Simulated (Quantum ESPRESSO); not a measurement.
# two Fe on Si sites of Si, 4.5 Å apart: parallel and opposed starts, part 2 of 2

Wanted: the moments of two Fe on Si sites of Si, 4.5 Å apart and the energy of each order that was tried.

Quantum ESPRESSO 7.5; PBE; plane waves with GBRV 1.5 PBE potentials, no spin-orbit coupling.

So far, absolute magnetization (μB): step 2 (run 1, typed as ferro ++) 4.95.

## 3. Start 2: antiferro +−

pw.in reads:

```
&CONTROL
  calculation = 'scf'
  prefix = 'pwscf'
  outdir = './tmp'
  pseudo_dir = './pseudo'
  disk_io = 'nowf'
/
&SYSTEM
  ibrav = 0
  celldm(1) = 8
  nat = 16
  ntyp = 3
  ecutwfc = 40
  ecutrho = 280
  nbnd = 61
  occupations = 'smearing'
  smearing = 'fd'
  degauss = 0.00367493
  nspin = 2
  starting_magnetization(1) = 0.2188
  starting_magnetization(2) = 0
  starting_magnetization(3) = -0.2188
/
&ELECTRONS
  conv_thr = 3.2d-08
  electron_maxstep = 150
  mixing_beta = 0.3
/
ATOMIC_SPECIES
Fe1    55.8450 fe_pbe_v1.5.uspp.F.UPF
Si     28.0850 si_pbe_v1.uspp.F.UPF
Fe2    55.8450 fe_pbe_v1.5.uspp.F.UPF
CELL_PARAMETERS alat
   0.0000000000000    1.2828878228553    1.2828878228553
   1.2828878228553    0.0000000000000    1.2828878228553
   1.2828878228553    1.2828878228553    0.0000000000000
ATOMIC_POSITIONS crystal
Fe1     0.0000000000    0.0000000000    0.0000000000
Si      0.1250000000    0.1250000000    0.1250000000
Si      0.0000000000    0.0000000000    0.5000000000
Si      0.1250000000    0.1250000000    0.6250000000
Si      0.0000000000    0.5000000000    0.0000000000
Si      0.1250000000    0.6250000000    0.1250000000
Si      0.0000000000    0.5000000000    0.5000000000
Fe2     0.1250000000    0.6250000000    0.6250000000
Si      0.5000000000    0.0000000000    0.0000000000
Si      0.6250000000    0.1250000000    0.1250000000
Si      0.5000000000    0.0000000000    0.5000000000
Si      0.6250000000    0.1250000000    0.6250000000
Si      0.5000000000    0.5000000000    0.0000000000
Si      0.6250000000    0.6250000000    0.1250000000
Si      0.5000000000    0.5000000000    0.5000000000
Si      0.6250000000    0.6250000000    0.6250000000
K_POINTS automatic
4 4 4 0 0 0
```

Launch:

```console
OMP_NUM_THREADS=1 mpirun -n 4 pw.x -nk 4 -in pw.in > pw.out
```

Log:

```text
[banner, memory and clock lines left out]
Program PWSCF v.7.5 starts

     Message from routine setup:
     using ibrav=0 with symmetry is DISCOURAGED, use correct ibrav instead

     bravais-lattice index     =            0
     lattice parameter (alat)  =       8.0000  a.u.
     unit-cell volume          =    2162.0514 (a.u.)^3
     number of atoms/cell      =           16
     number of atomic types    =            3
     number of electrons       =        88.00
     number of Kohn-Sham states=           61
     kinetic-energy cutoff     =      40.0000  Ry
     charge density cutoff     =     280.0000  Ry
     scf convergence threshold =      3.2E-08
     mixing beta               =       0.3000
     number of iterations used =            8  plain     mixing
     Exchange-correlation=  SLA  PW   PBX  PBC
                           (   1   4   3   4   0   0   0)

     celldm(1)=   8.000000  celldm(2)=   0.000000  celldm(3)=   0.000000
     celldm(4)=   0.000000  celldm(5)=   0.000000  celldm(6)=   0.000000

     crystal axes: (cart. coord. in units of alat)
               a(1) = (   0.000000   1.282888   1.282888 )
               a(2) = (   1.282888   0.000000   1.282888 )
               a(3) = (   1.282888   1.282888   0.000000 )

     reciprocal axes: (cart. coord. in units 2 pi/alat)
               b(1) = ( -0.389746  0.389746  0.389746 )
               b(2) = (  0.389746 -0.389746  0.389746 )
               b(3) = (  0.389746  0.389746 -0.389746 )

     PseudoPot. # 1 for Fe read from file:
     fe_pbe_v1.5.uspp.F.UPF
     Pseudo is Ultrasoft + core correction, Zval = 16.0

     PseudoPot. # 2 for Si read from file:
     si_pbe_v1.uspp.F.UPF
     Pseudo is Ultrasoft + core correction, Zval =  4.0

     PseudoPot. # 3 for Fe read from file:
     fe_pbe_v1.5.uspp.F.UPF
     Pseudo is Ultrasoft + core correction, Zval = 16.0

     atomic species   valence    mass     pseudopotential
     Fe1              16.00    55.84500     Fe( 1.00)
     Si                4.00    28.08500     Si( 1.00)
     Fe2              16.00    55.84500     Fe( 1.00)

     Starting magnetic structure
     atomic species   magnetization
     Fe1             0.219
     Si              0.000
     Fe2            -0.219

      6 Sym. Ops. (no inversion) found

   Cartesian axes

     site n.     atom                  positions (alat units)
         1        Fe1    tau(   1) = (   0.0000000   0.0000000   0.0000000  )
         2        Si     tau(   2) = (   0.3207220   0.3207220   0.3207220  )
         3        Si     tau(   3) = (   0.6414439   0.6414439   0.0000000  )
         4        Si     tau(   4) = (   0.9621659   0.9621659   0.3207220  )
         5        Si     tau(   5) = (   0.6414439   0.0000000   0.6414439  )
         6        Si     tau(   6) = (   0.9621659   0.3207220   0.9621659  )
         7        Si     tau(   7) = (   1.2828878   0.6414439   0.6414439  )
         8        Fe2    tau(   8) = (   1.6036098   0.9621659   0.9621659  )
         9        Si     tau(   9) = (   0.0000000   0.6414439   0.6414439  )
        10        Si     tau(  10) = (   0.3207220   0.9621659   0.9621659  )
        11        Si     tau(  11) = (   0.6414439   1.2828878   0.6414439  )
        12        Si     tau(  12) = (   0.9621659   1.6036098   0.9621659  )
        13        Si     tau(  13) = (   0.6414439   0.6414439   1.2828878  )
        14        Si     tau(  14) = (   0.9621659   0.9621659   1.6036098  )
        15        Si     tau(  15) = (   1.2828878   1.2828878   1.2828878  )
        16        Si     tau(  16) = (   1.6036098   1.6036098   1.6036098  )

     number of k points=    13  Fermi-Dirac smearing, width (Ry)=  0.0037
                       cart. coord. in units 2pi/alat
        k(    1) = (   0.0000000   0.0000000   0.0000000), wk =   0.0156250
        k(    2) = (   0.0974364   0.0974364  -0.0974364), wk =   0.0937500
        k(    3) = (  -0.1948728  -0.1948728   0.1948728), wk =   0.0468750
        k(    4) = (   0.1948728   0.0000000   0.0000000), wk =   0.0937500
        k(    5) = (  -0.0974364  -0.2923093   0.2923093), wk =   0.1875000
        [... 8 further k-points ...]

     Dense  grid:   171471 G-vectors     FFT dimensions: (  80,  80,  80)

     Smooth grid:    74129 G-vectors     FFT dimensions: (  60,  60,  60)

     Check: negative core charge=   -0.000008
     Generating pointlists ...
     new r_m :   0.2291 (alat units)  1.8332 (a.u.) for type    1
     new r_m :   0.2291 (alat units)  1.8332 (a.u.) for type    2
     new r_m :   0.2291 (alat units)  1.8332 (a.u.) for type    3

     Initial potential from superposition of free atoms

     starting charge      85.9906, renormalised to      88.0000
     Starting wfcs are   82 randomized atomic wfcs

     Self-consistent Calculation

     iteration #  1     ecut=    40.00 Ry     beta= 0.30
     Davidson diagonalization with overlap
     ethr =  1.00E-02,  avg # of iterations =  3.8

     total energy              =    -629.06903725 Ry
     estimated scf accuracy    <      14.38495290 Ry

     total magnetization       =     0.00 Bohr mag/cell
     absolute magnetization    =     1.37 Bohr mag/cell

     iteration #  2     ecut=    40.00 Ry     beta= 0.30
     Davidson diagonalization with overlap
     ethr =  1.00E-02,  avg # of iterations =  3.7

     total energy              =    -631.99294165 Ry
     estimated scf accuracy    <      70.54175208 Ry

     total magnetization       =     0.00 Bohr mag/cell
     absolute magnetization    =     0.26 Bohr mag/cell

     [... further iterations left out ...]

     iteration # 19     ecut=    40.00 Ry     beta= 0.30
     Davidson diagonalization with overlap
     ethr =  7.01E-11,  avg # of iterations =  1.9

     total energy              =    -634.72478642 Ry
     estimated scf accuracy    <       0.00000004 Ry

     total magnetization       =     0.00 Bohr mag/cell
     absolute magnetization    =     4.95 Bohr mag/cell

     iteration # 20     ecut=    40.00 Ry     beta= 0.30
     Davidson diagonalization with overlap
     ethr =  4.00E-11,  avg # of iterations =  1.7

     Magnetic moment per site  (integrated on atomic sphere of radius R)
     atom   1 (R=0.229)  charge= 14.1411  magn=  1.8988
     atom   2 (R=0.229)  charge=  1.8083  magn= -0.0545
     atom   3 (R=0.229)  charge=  1.8083  magn=  0.0545
     atom   4 (R=0.229)  charge=  1.8083  magn= -0.0545
     atom   5 (R=0.229)  charge=  1.8083  magn=  0.0545
     atom   6 (R=0.229)  charge=  1.8083  magn= -0.0545
     atom   7 (R=0.229)  charge=  1.8083  magn=  0.0545
     atom   8 (R=0.229)  charge= 14.1410  magn= -1.8985
     atom   9 (R=0.229)  charge=  1.8180  magn=  0.0043
     atom  10 (R=0.229)  charge=  1.8121  magn= -0.0526
     atom  11 (R=0.229)  charge=  1.8180  magn=  0.0043
     atom  12 (R=0.229)  charge=  1.8180  magn= -0.0043
     atom  13 (R=0.229)  charge=  1.8180  magn=  0.0043
     atom  14 (R=0.229)  charge=  1.8180  magn= -0.0043
     atom  15 (R=0.229)  charge=  1.8121  magn=  0.0525
     atom  16 (R=0.229)  charge=  1.8180  magn= -0.0043

     End of self-consistent calculation

     [... lines left out ...]
     the Fermi energy is     6.4262 ev

!    total energy              =    -634.72478642 Ry
     estimated scf accuracy    <          4.7E-09 Ry
     smearing contrib. (-TS)   =      -0.00596628 Ry
     internal energy E=F+TS    =    -634.71882014 Ry

     The total energy is F=E-TS. E is the sum of the following terms:
     one-electron contribution =    -473.82711246 Ry
     hartree contribution      =     268.60328357 Ry
     xc contribution           =    -118.32364728 Ry
     ewald contribution        =    -311.17134396 Ry

     total magnetization       =     0.00 Bohr mag/cell
     absolute magnetization    =     4.95 Bohr mag/cell

     convergence has been achieved in  20 iterations
```

Run time: 4.1 min. Hardware: 4 MPI ranks of Intel Xeon at 2.70GHz, shared host; peak memory 1.6 GiB.

Spin moment in the atom's sphere by atom:

```
atom  spin moment in the atom's sphere (μB)
 Fe1                                   1.90
 Si2                                  -0.05
 Si3                                   0.05
 Si4                                  -0.05
 Si5                                   0.05
 Si6                                  -0.05
 Si7                                   0.05
 Fe8                                  -1.90
 Si9                                   0.00
Si10                                  -0.05
Si11                                   0.00
Si12                                   0.00
Si13                                   0.00
Si14                                   0.00
Si15                                   0.05
Si16                                   0.00
```

Numbers from this step:

| Property | Result |
| --- | --- |
| smearing term TS | 0.08118 eV |
| magnetization | 0 μB |
| absolute magnetization | 4.949 μB |
| final state | antiferromagnetic |

Spin density in the ac plane at fractional y = 0.000, with atoms of Fe and Si within 0.2 Å of it.

Ten even steps from '0' (0.0 e/Å³) to '9' (3.6 e/Å³), each cell a mean:
```
840000000000000000003
110000000000000000000
000000000000000000000
000000000000000000000
000000000000000000000
000000000000000000000
000000000000000000000
000000000000000000000
000000000000000000000
000000000000000000000
000000000000000000000
000000000000000000000
000000000000000000000
000000000000000000000
000000000000000000000
000000000000000000000
000000000000000000000
000000000000000000000
000000000000000000000
300000000000000000014
930000000000000000018
```
Columns run along a (7.7 Å), rows up along c (7.7 Å). Atoms in or near the plane, at fractional coordinates: Fe at (0.00, 0.00), Si at (0.00, 0.50), Si at (0.50, 0.00), Si at (0.50, 0.50).

Valence density in the ac plane at fractional y = 0.000, with atoms of Fe and Si within 0.2 Å of it. It is the smooth field of the valence electrons, not physical close to the nuclei.

Ten steps, logarithmic in the rise over the least value, from '_' (0 e/Å³) to '@' (21 e/Å³), each cell a mean:
```
@@@@++..______......::::......______..--%%
****==..__________............________..--
::--::..__________....::::::..__________..
..::::..____________....::::..____________
....::....____________..::::....__________
............__________............________
..........................................
..::::....::::::......::::::....::::......
..::::......::::::....::::::....::::::....
::..::........::::__--..::::........::..::
==........__........==--......____......::
..__....________......__......______......
::::::..__________....::::....__________..
..::::..____________..::::::..__________..
....::....__________....::::..____________
............__________....::....__________
..............______..............________
..........................................
--::::....::::::::....::::::....::::::==++
%%==::........::::__....::::......::--**@@
@@%%--..........::..==::..::........::**@@
```
Columns run along a (7.7 Å), rows up along c (7.7 Å). Atoms in or near the plane, at fractional coordinates: Fe at (0.00, 0.00), Si at (0.00, 0.50), Si at (0.50, 0.00), Si at (0.50, 0.50).

## 4. Energies of the orders

An order is kept where moments of 0.15 μB or more survive with the typed signs; meshes match where a doubled cell samples the same k points as the first cell.

Orders:

```
       start        final state  typed order kept  energy over the lowest (meV a seeded atom)  largest site moment (μB)  net moment (μB a cell of the first run)  mesh matched  CPU time (s)
    ferro ++      ferromagnetic               yes                                           0                     1.933                                    3.493           yes         891.1
antiferro +-  antiferromagnetic               yes                                       10.62                     1.899                                        0           yes         968.4
```

## 5. Summary of results

```
lowest state found      : ferromagnetic (from ferro ++)
largest site moment     : 1.93 μB
next state with moments : antiferromagnetic, 10.6 meV a seeded atom higher
```

**Reading.** Only these 2 starts were compared; other wavevectors, canted and longer-period orders were not. The cell was built by rule and the atoms were not relaxed, which can move these energies.

[Logs and program files are shortened in this print: banners, set-up blocks, solver, clock and traceback lines can be left out without a mark of their own.]

[Logs are printed without paths, hosts, clocks, repeated set-up lines and the standing remarks that a program may print on its own settings, such as how far it seeks lower states.]

[Hosts, paths, dates, database ids (printed as entryN), source tags and the programs' standing remarks are cut or masked in the printed files.]

[Where a cell is said to come from a database of computed structures, the database is the Materials Project.]
